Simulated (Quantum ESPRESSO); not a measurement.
# MnF2: parallel and opposed starts, part 2 of 2

Does MnF2 prefer parallel or opposed moments, or none?

Quantum ESPRESSO 7.5; PBE with U = 4 eV on Mn d (ortho-atomic projectors); plane waves with GBRV 1.5 PBE potentials, no spin-orbit coupling.

So far, absolute magnetization (μB): step 2 (run 1 (ferro ++)) 10.0.

## Step 3: Run 2, typed as antiferro +−

pw.in reads:

```
&CONTROL
  calculation = 'scf'
  prefix = 'pwscf'
  outdir = './tmp'
  pseudo_dir = './pseudo'
  disk_io = 'nowf'
/
&SYSTEM
  ibrav = 0
  nat = 6
  ntyp = 3
  ecutwfc = 40
  ecutrho = 280
  nbnd = 39
  occupations = 'smearing'
  smearing = 'fd'
  degauss = 0.00734986
  nspin = 2
  starting_magnetization(1) = 0.3
  starting_magnetization(2) = -0.3
  starting_magnetization(3) = 0
/
&ELECTRONS
  conv_thr = 1.2d-08
  electron_maxstep = 150
  mixing_beta = 0.3
/
ATOMIC_SPECIES
Mn1    54.9380 mn_pbe_v1.5.uspp.F.UPF
Mn2    54.9380 mn_pbe_v1.5.uspp.F.UPF
F      18.9984 f_pbe_v1.4.uspp.F.UPF
CELL_PARAMETERS angstrom
   4.8738000000    0.0000000000    0.0000000000
   0.0000000000    4.8738000000    0.0000000000
   0.0000000000    0.0000000000    3.3107000000
ATOMIC_POSITIONS crystal
Mn1     0.0000000000    0.0000000000    0.0000000000
Mn2     0.5000000000    0.5000000000    0.5000000000
F       0.3053000000    0.3053000000    0.0000000000
F       0.1947000000    0.8053000000    0.5000000000
F       0.6947000000    0.6947000000    0.0000000000
F       0.8053000000    0.1947000000    0.5000000000
K_POINTS automatic
6 6 6 0 0 0
HUBBARD {ortho-atomic}
U Mn1-3d 4.0000
U Mn2-3d 4.0000
```

Started as:

```sh
OMP_NUM_THREADS=1 mpirun -n 2 pw.x -nk 2 -in pw.in > pw.out
```

The log of the run:

```text
[banner, memory and clock lines left out]
Program PWSCF v.7.5 starts

     Message from routine setup:
     using ibrav=0 with symmetry is DISCOURAGED, use correct ibrav instead

     bravais-lattice index     =            0
     lattice parameter (alat)  =       9.2101  a.u.
     unit-cell volume          =     530.7034 (a.u.)^3
     number of atoms/cell      =            6
     number of atomic types    =            3
     number of electrons       =        58.00
     number of Kohn-Sham states=           39
     kinetic-energy cutoff     =      40.0000  Ry
     charge density cutoff     =     280.0000  Ry
     scf convergence threshold =      1.2E-08
     mixing beta               =       0.3000
     number of iterations used =            8  plain     mixing
     Exchange-correlation=  SLA  PW   PBX  PBC
                           (   1   4   3   4   0   0   0)
     Hubbard projectors: ortho-atomic
     Hubbard parameters of DFT+U (Dudarev formulation) in eV:
     U(Mn1-3d) =  4.0000
     U(Mn2-3d) =  4.0000

     Internal variables: lda_plus_u =T, lda_plus_u_kind = 0

     Internal variables: orbital_resolved =F, hub_pot_fix =F, apply_U = F

     celldm(1)=   9.210147  celldm(2)=   0.000000  celldm(3)=   0.000000
     celldm(4)=   0.000000  celldm(5)=   0.000000  celldm(6)=   0.000000

     crystal axes: (cart. coord. in units of alat)
               a(1) = (   1.000000   0.000000   0.000000 )
               a(2) = (   0.000000   1.000000   0.000000 )
               a(3) = (   0.000000   0.000000   0.679285 )

     reciprocal axes: (cart. coord. in units 2 pi/alat)
               b(1) = (  1.000000  0.000000  0.000000 )
               b(2) = (  0.000000  1.000000  0.000000 )
               b(3) = (  0.000000  0.000000  1.472136 )

     PseudoPot. # 1 for Mn read from file:
     mn_pbe_v1.5.uspp.F.UPF
     Pseudo is Ultrasoft + core correction, Zval = 15.0

     PseudoPot. # 2 for Mn read from file:
     mn_pbe_v1.5.uspp.F.UPF
     Pseudo is Ultrasoft + core correction, Zval = 15.0

     PseudoPot. # 3 for F  read from file:
     f_pbe_v1.4.uspp.F.UPF
     Pseudo is Ultrasoft, Zval =  7.0

     atomic species   valence    mass     pseudopotential
     Mn1              15.00    54.93800     Mn( 1.00)
     Mn2              15.00    54.93800     Mn( 1.00)
     F                 7.00    18.99840     F ( 1.00)

     Starting magnetic structure
     atomic species   magnetization
     Mn1             0.300
     Mn2            -0.300
     F               0.000

      8 Sym. Ops., with inversion, found

   Cartesian axes

     site n.     atom                  positions (alat units)
         1        Mn1    tau(   1) = (   0.0000000   0.0000000   0.0000000  )
         2        Mn2    tau(   2) = (   0.5000000   0.5000000   0.3396426  )
         3        F      tau(   3) = (   0.3053000   0.3053000   0.0000000  )
         4        F      tau(   4) = (   0.1947000   0.8053000   0.3396426  )
         5        F      tau(   5) = (   0.6947000   0.6947000   0.0000000  )
         6        F      tau(   6) = (   0.8053000   0.1947000   0.3396426  )

     number of k points=    52  Fermi-Dirac smearing, width (Ry)=  0.0073
                       cart. coord. in units 2pi/alat
        k(    1) = (   0.0000000   0.0000000   0.0000000), wk =   0.0046296
        k(    2) = (   0.0000000   0.0000000   0.2453560), wk =   0.0092593
        k(    3) = (   0.0000000   0.0000000   0.4907119), wk =   0.0092593
        k(    4) = (   0.0000000   0.0000000  -0.7360679), wk =   0.0046296
        k(    5) = (   0.0000000   0.1666667   0.0000000), wk =   0.0185185
        [... 47 further k-points ...]

     Dense  grid:    42069 G-vectors     FFT dimensions: (  50,  50,  36)

     Smooth grid:    18157 G-vectors     FFT dimensions: (  40,  40,  25)

     Check: negative core charge=   -0.000038
     Generating pointlists ...
     new r_m :   0.1781 (alat units)  1.6403 (a.u.) for type    1
     new r_m :   0.1781 (alat units)  1.6403 (a.u.) for type    2
     new r_m :   0.1781 (alat units)  1.6403 (a.u.) for type    3

     Initial potential from superposition of free atoms

     starting charge      56.9998, renormalised to      58.0000

     STARTING HUBBARD OCCUPATIONS:

     =================== HUBBARD OCCUPATIONS ===================
     ------------------------ ATOM    1 ------------------------
     Tr[ns(  1)] (up, down, total) =   5.00000  0.00000  5.00000
     Atomic magnetic moment for atom   1 =   5.00000
     [... lines left out ...]
     ------------------------ ATOM    2 ------------------------
     Tr[ns(  2)] (up, down, total) =   0.00000  5.00000  5.00000
     Atomic magnetic moment for atom   2 =  -5.00000
     [... lines left out ...]
     Number of occupied Hubbard levels =   10.0000

     Atomic wfc used for Hubbard projectors are orthogonalized

     Starting wfcs are   42 randomized atomic wfcs

     Self-consistent Calculation

     iteration #  1     ecut=    40.00 Ry     beta= 0.30
     Davidson diagonalization with overlap
     ethr =  1.00E-02,  avg # of iterations =  2.4

     =================== HUBBARD OCCUPATIONS ===================
     ------------------------ ATOM    1 ------------------------
     Tr[ns(  1)] (up, down, total) =   4.97493  0.13613  5.11106
     Atomic magnetic moment for atom   1 =   4.83880
     [... lines left out ...]
     ------------------------ ATOM    2 ------------------------
     Tr[ns(  2)] (up, down, total) =   0.13613  4.97494  5.11107
     Atomic magnetic moment for atom   2 =  -4.83881
     [... lines left out ...]
     Number of occupied Hubbard levels =   10.2221

     Threshold (ethr) on eigenvalues was too large:
     Diagonalizing with lowered threshold

     Davidson diagonalization with overlap
     ethr =  8.25E-04,  avg # of iterations =  1.1

     total energy              =    -617.13704318 Ry
     estimated scf accuracy    <       0.47332278 Ry

     total magnetization       =    -0.00 Bohr mag/cell
     absolute magnetization    =     9.76 Bohr mag/cell

     iteration #  2     ecut=    40.00 Ry     beta= 0.30
     Davidson diagonalization with overlap
     ethr =  8.16E-04,  avg # of iterations =  2.0

     total energy              =    -617.20970840 Ry
     estimated scf accuracy    <       0.05547034 Ry

     total magnetization       =     0.00 Bohr mag/cell
     absolute magnetization    =     9.74 Bohr mag/cell

     [... further iterations left out ...]

     iteration # 11     ecut=    40.00 Ry     beta= 0.30
     Davidson diagonalization with overlap
     ethr =  2.82E-11,  avg # of iterations =  3.0

     negative rho (up, down):  8.146E-04 8.146E-04

     total energy              =    -617.22570949 Ry
     estimated scf accuracy    <       0.00000001 Ry

     total magnetization       =     0.00 Bohr mag/cell
     absolute magnetization    =     9.76 Bohr mag/cell

     iteration # 12     ecut=    40.00 Ry     beta= 0.30
     Davidson diagonalization with overlap
     ethr =  2.36E-11,  avg # of iterations =  2.1

     negative rho (up, down):  8.145E-04 8.145E-04

     Magnetic moment per site  (integrated on atomic sphere of radius R)
     atom   1 (R=0.178)  charge= 12.3353  magn=  4.2351
     atom   2 (R=0.178)  charge= 12.3353  magn= -4.2351
     atom   3 (R=0.178)  charge=  6.7226  magn= -0.0216
     atom   4 (R=0.178)  charge=  6.7226  magn=  0.0216
     atom   5 (R=0.178)  charge=  6.7226  magn= -0.0216
     atom   6 (R=0.178)  charge=  6.7226  magn=  0.0216

     End of self-consistent calculation

     =================== HUBBARD OCCUPATIONS ===================
     ------------------------ ATOM    1 ------------------------
     Tr[ns(  1)] (up, down, total) =   4.98657  0.19881  5.18539
     Atomic magnetic moment for atom   1 =   4.78776
     [... lines left out ...]
     ------------------------ ATOM    2 ------------------------
     Tr[ns(  2)] (up, down, total) =   0.19881  4.98657  5.18539
     Atomic magnetic moment for atom   2 =  -4.78776
     [... lines left out ...]
     Number of occupied Hubbard levels =   10.3708

     Number of k-points >= 100: set verbosity='high' to print the bands.

     the Fermi energy is     7.2506 ev

!    total energy              =    -617.22570951 Ry
     estimated scf accuracy    <          4.8E-11 Ry
     smearing contrib. (-TS)   =      -0.00000000 Ry
     internal energy E=F+TS    =    -617.22570951 Ry

     The total energy is F=E-TS. E is the sum of the following terms:
     one-electron contribution =    -374.69556931 Ry
     hartree contribution      =     212.86387641 Ry
     xc contribution           =     -91.26685083 Ry
     ewald contribution        =    -364.18633894 Ry
     Hubbard energy            =       0.05917316 Ry

     total magnetization       =    -0.00 Bohr mag/cell
     absolute magnetization    =     9.76 Bohr mag/cell

     convergence has been achieved in  12 iterations
```

It took 2.7 min on 2 MPI ranks of Arm Neoverse N1, shared host; peak memory 0.47 GiB; 5.4 min of CPU time.

Spin moment in the atom's sphere by atom:

```csv
atom,spin moment in the atom's sphere (μB)
Mn1,4.24
Mn2,-4.24
F3,-0.02
F4,0.02
F5,-0.02
F6,0.02
```

This step gave:

```yaml
smearing_term_ts: 3.93e-9 eV
magnetization: 0 μB
absolute_magnetization: 9.756 μB
final_state: antiferromagnetic
```

Spin density in the ab plane at fractional z = 0.000, with atoms of Mn and F within 0.2 Å of it.

Values in e/Å³, 13 rows by 14 columns, each cell a mean:
```
 5.2  2.2  0.5  0.1  0.0  0.0  0.0  0.0  0.0  0.0  0.0  0.2  1.0  3.8
 1.0  0.5  0.2  0.0  0.0  0.0  0.0  0.0  0.0  0.0  0.0  0.1  0.3  0.8
 0.2  0.1  0.1  0.0  0.0  0.0  0.0  0.0  0.0  0.0  0.0  0.0  0.0  0.1
 0.0  0.0  0.0  0.0  0.0  0.0  0.0  0.0  0.0 -0.1  0.0  0.0  0.0  0.0
 0.0  0.0  0.0  0.0  0.0  0.0  0.0  0.0  0.0 -0.1  0.0  0.0  0.0  0.0
 0.0  0.0  0.0  0.0  0.0  0.0  0.0  0.0  0.0  0.0  0.0  0.0  0.0  0.0
 0.0  0.0  0.0  0.0  0.0  0.0  0.0  0.0  0.0  0.0  0.0  0.0  0.0  0.0
 0.0  0.0  0.0  0.0  0.0  0.0  0.0  0.0  0.0  0.0  0.0  0.0  0.0  0.0
 0.0  0.0  0.0  0.0 -0.1 -0.1  0.0  0.0  0.0  0.0  0.0  0.0  0.0  0.0
 0.1  0.0  0.0  0.0  0.0  0.0  0.0  0.0  0.0  0.0  0.0  0.0  0.0  0.1
 0.4  0.2  0.1  0.0  0.0  0.0  0.0  0.0  0.0  0.0  0.0  0.1  0.2  0.3
 2.7  1.2  0.3  0.0  0.0  0.0  0.0  0.0  0.0  0.0  0.0  0.1  0.6  1.9
 6.9  3.3  0.6  0.1  0.0  0.0  0.0  0.0  0.0  0.0  0.0  0.2  1.3  5.2
```
Columns run along a (4.9 Å), rows up along b (4.9 Å). Atoms in or near the plane, at fractional coordinates: Mn at (0.00, 0.00), F at (0.31, 0.31), F at (0.69, 0.69).

Valence density in the ab plane at fractional z = 0.000, with atoms of Mn and F within 0.2 Å of it. It is the smooth field of the valence electrons, not physical close to the nuclei.

Ten steps, logarithmic in the rise over the least value, from '_' (0 e/Å³) to '@' (16 e/Å³), each cell a mean:
```
@@%%==..____________..::**@@
**==::__________::----::--++
::..__________::==####++::::
______________--**@@@@**--..
______________::++%%%%++::__
______________..--++==--..__
____..::--::............____
__..--++##**--..____________
__..==##@@%%++..____________
....==##%%##==..____________
==----==++==::__________::--
%%**--::::..__________..==##
@@@@++..______________::##@@
```
Columns run along a (4.9 Å), rows up along b (4.9 Å). Atoms in or near the plane, at fractional coordinates: Mn at (0.00, 0.00), F at (0.31, 0.31), F at (0.69, 0.69).

## Step 4: Run 3, typed as no spin polarisation

pw.in reads:

```
&CONTROL
  calculation = 'scf'
  prefix = 'pwscf'
  outdir = './tmp'
  pseudo_dir = './pseudo'
  disk_io = 'nowf'
/
&SYSTEM
  ibrav = 0
  nat = 6
  ntyp = 2
  ecutwfc = 40
  ecutrho = 280
  nbnd = 39
  occupations = 'smearing'
  smearing = 'fd'
  degauss = 0.00734986
/
&ELECTRONS
  conv_thr = 1.2d-08
  electron_maxstep = 150
  mixing_beta = 0.3
/
ATOMIC_SPECIES
Mn     54.9380 mn_pbe_v1.5.uspp.F.UPF
F      18.9984 f_pbe_v1.4.uspp.F.UPF
CELL_PARAMETERS angstrom
   4.8738000000    0.0000000000    0.0000000000
   0.0000000000    4.8738000000    0.0000000000
   0.0000000000    0.0000000000    3.3107000000
ATOMIC_POSITIONS crystal
Mn      0.0000000000    0.0000000000    0.0000000000
Mn      0.5000000000    0.5000000000    0.5000000000
F       0.3053000000    0.3053000000    0.0000000000
F       0.1947000000    0.8053000000    0.5000000000
F       0.6947000000    0.6947000000    0.0000000000
F       0.8053000000    0.1947000000    0.5000000000
K_POINTS automatic
6 6 6 0 0 0
HUBBARD {ortho-atomic}
U Mn-3d 4.0000
```

The log of the run:

```text
     [... lines left out ...]
Program PWSCF v.7.5 starts
     [... lines left out ...]
     number of atoms/cell      =            6
     [... lines left out ...]
     number of electrons       =        58.00
     number of Kohn-Sham states=           39
     kinetic-energy cutoff     =      40.0000  Ry
     charge density cutoff     =     280.0000  Ry
     scf convergence threshold =      1.2E-08
     [... lines left out ...]
     16 Sym. Ops., with inversion, found ( 8 have fractional translation)
     [... lines left out ...]
     number of k points=    40  Fermi-Dirac smearing, width (Ry)=  0.0073
     [... lines left out ...]
     iteration # 13     ecut=    40.00 Ry     beta= 0.30
     [... lines left out ...]
     Tr[ns(  1)] =   5.42301
     [... lines left out ...]
     Tr[ns(  2)] =   5.42301
     [... lines left out ...]
     the Fermi energy is     6.4882 ev
!    total energy              =    -616.55912136 Ry
     estimated scf accuracy    <          2.5E-09 Ry
     smearing contrib. (-TS)   =      -0.01599927 Ry
     [... lines left out ...]
     convergence has been achieved in  13 iterations
```

Run time: 67 s. Hardware: 2 MPI ranks; peak memory 0.35 GiB; 2.2 min of CPU time.

Read from the output:

```yaml
smearing_term_ts: 0.2177 eV
final_state: non-magnetic (no spin polarisation)
```

## Step 5: The states side by side

An order is kept where moments of 0.15 μB or more survive with the typed signs; meshes match where a doubled cell samples the same k points as the first cell.

Orders:

| start | final state | typed order kept | energy over the lowest (meV a seeded atom) | largest site moment (μB) | net moment (μB a cell of the first run) | mesh matched | CPU time (s) |
| --- | --- | --- | --- | --- | --- | --- | --- |
| ferro ++ | ferromagnetic | yes | 19.79 | 4.247 | 10 | yes | 277.4 |
| antiferro +- | antiferromagnetic | yes | 0 | 4.235 | 0 | yes | 321.4 |
| no spin polarisation | non-magnetic | - | 4535 | 0 | 0 | yes | 133 |

## Step 6: Occupations of the corrected shells in the lowest state

Occupations of the Hubbard shells:

| block | type | shell | spin | electrons | occupation numbers |
| --- | --- | --- | --- | --- | --- |
| 1 | Mn1 | 3d | up | 4.987 | 0.995 0.996 0.998 0.999 0.999 |
| 1 | Mn1 | 3d | down | 0.1988 | 0.017 0.020 0.023 0.067 0.072 |
| 2 | Mn2 | 3d | up | 0.1988 | 0.017 0.020 0.023 0.067 0.072 |
| 2 | Mn2 | 3d | down | 4.987 | 0.995 0.996 0.998 0.999 0.999 |

## Step 7: Results

| Quantity | Value |
| --- | --- |
| lowest state found | antiferromagnetic (from antiferro +-) |
| largest site moment | 4.24 μB |
| next state with moments | ferromagnetic, 19.8 meV a seeded atom higher |
| state without moments (under the same U) | 4535 meV a seeded atom higher |

**Reading.** Under a U the spinless run pays the Hubbard penalty of a partly filled shell, so its energy overstates what forming the moments gains. This is the lowest of 3 collinear or spinless starts, no proof of the ground state. Energies are free energies at an electronic temperature of 1160 K, which lowers moments and differences where the moments are itinerant.

[Logs and program files are shortened in this print: banners, set-up blocks, solver, clock and traceback lines can be left out without a mark of their own.]

[Logs are printed without paths, hosts, clocks, repeated set-up lines and the standing remarks that a program may print on its own settings, such as how far it seeks lower states.]

[Hosts, paths, dates, database ids (printed as entryN), source tags and the programs' standing remarks are cut or masked in the printed files.]

[Where a cell is said to come from a database of computed structures, the database is the Materials Project.]
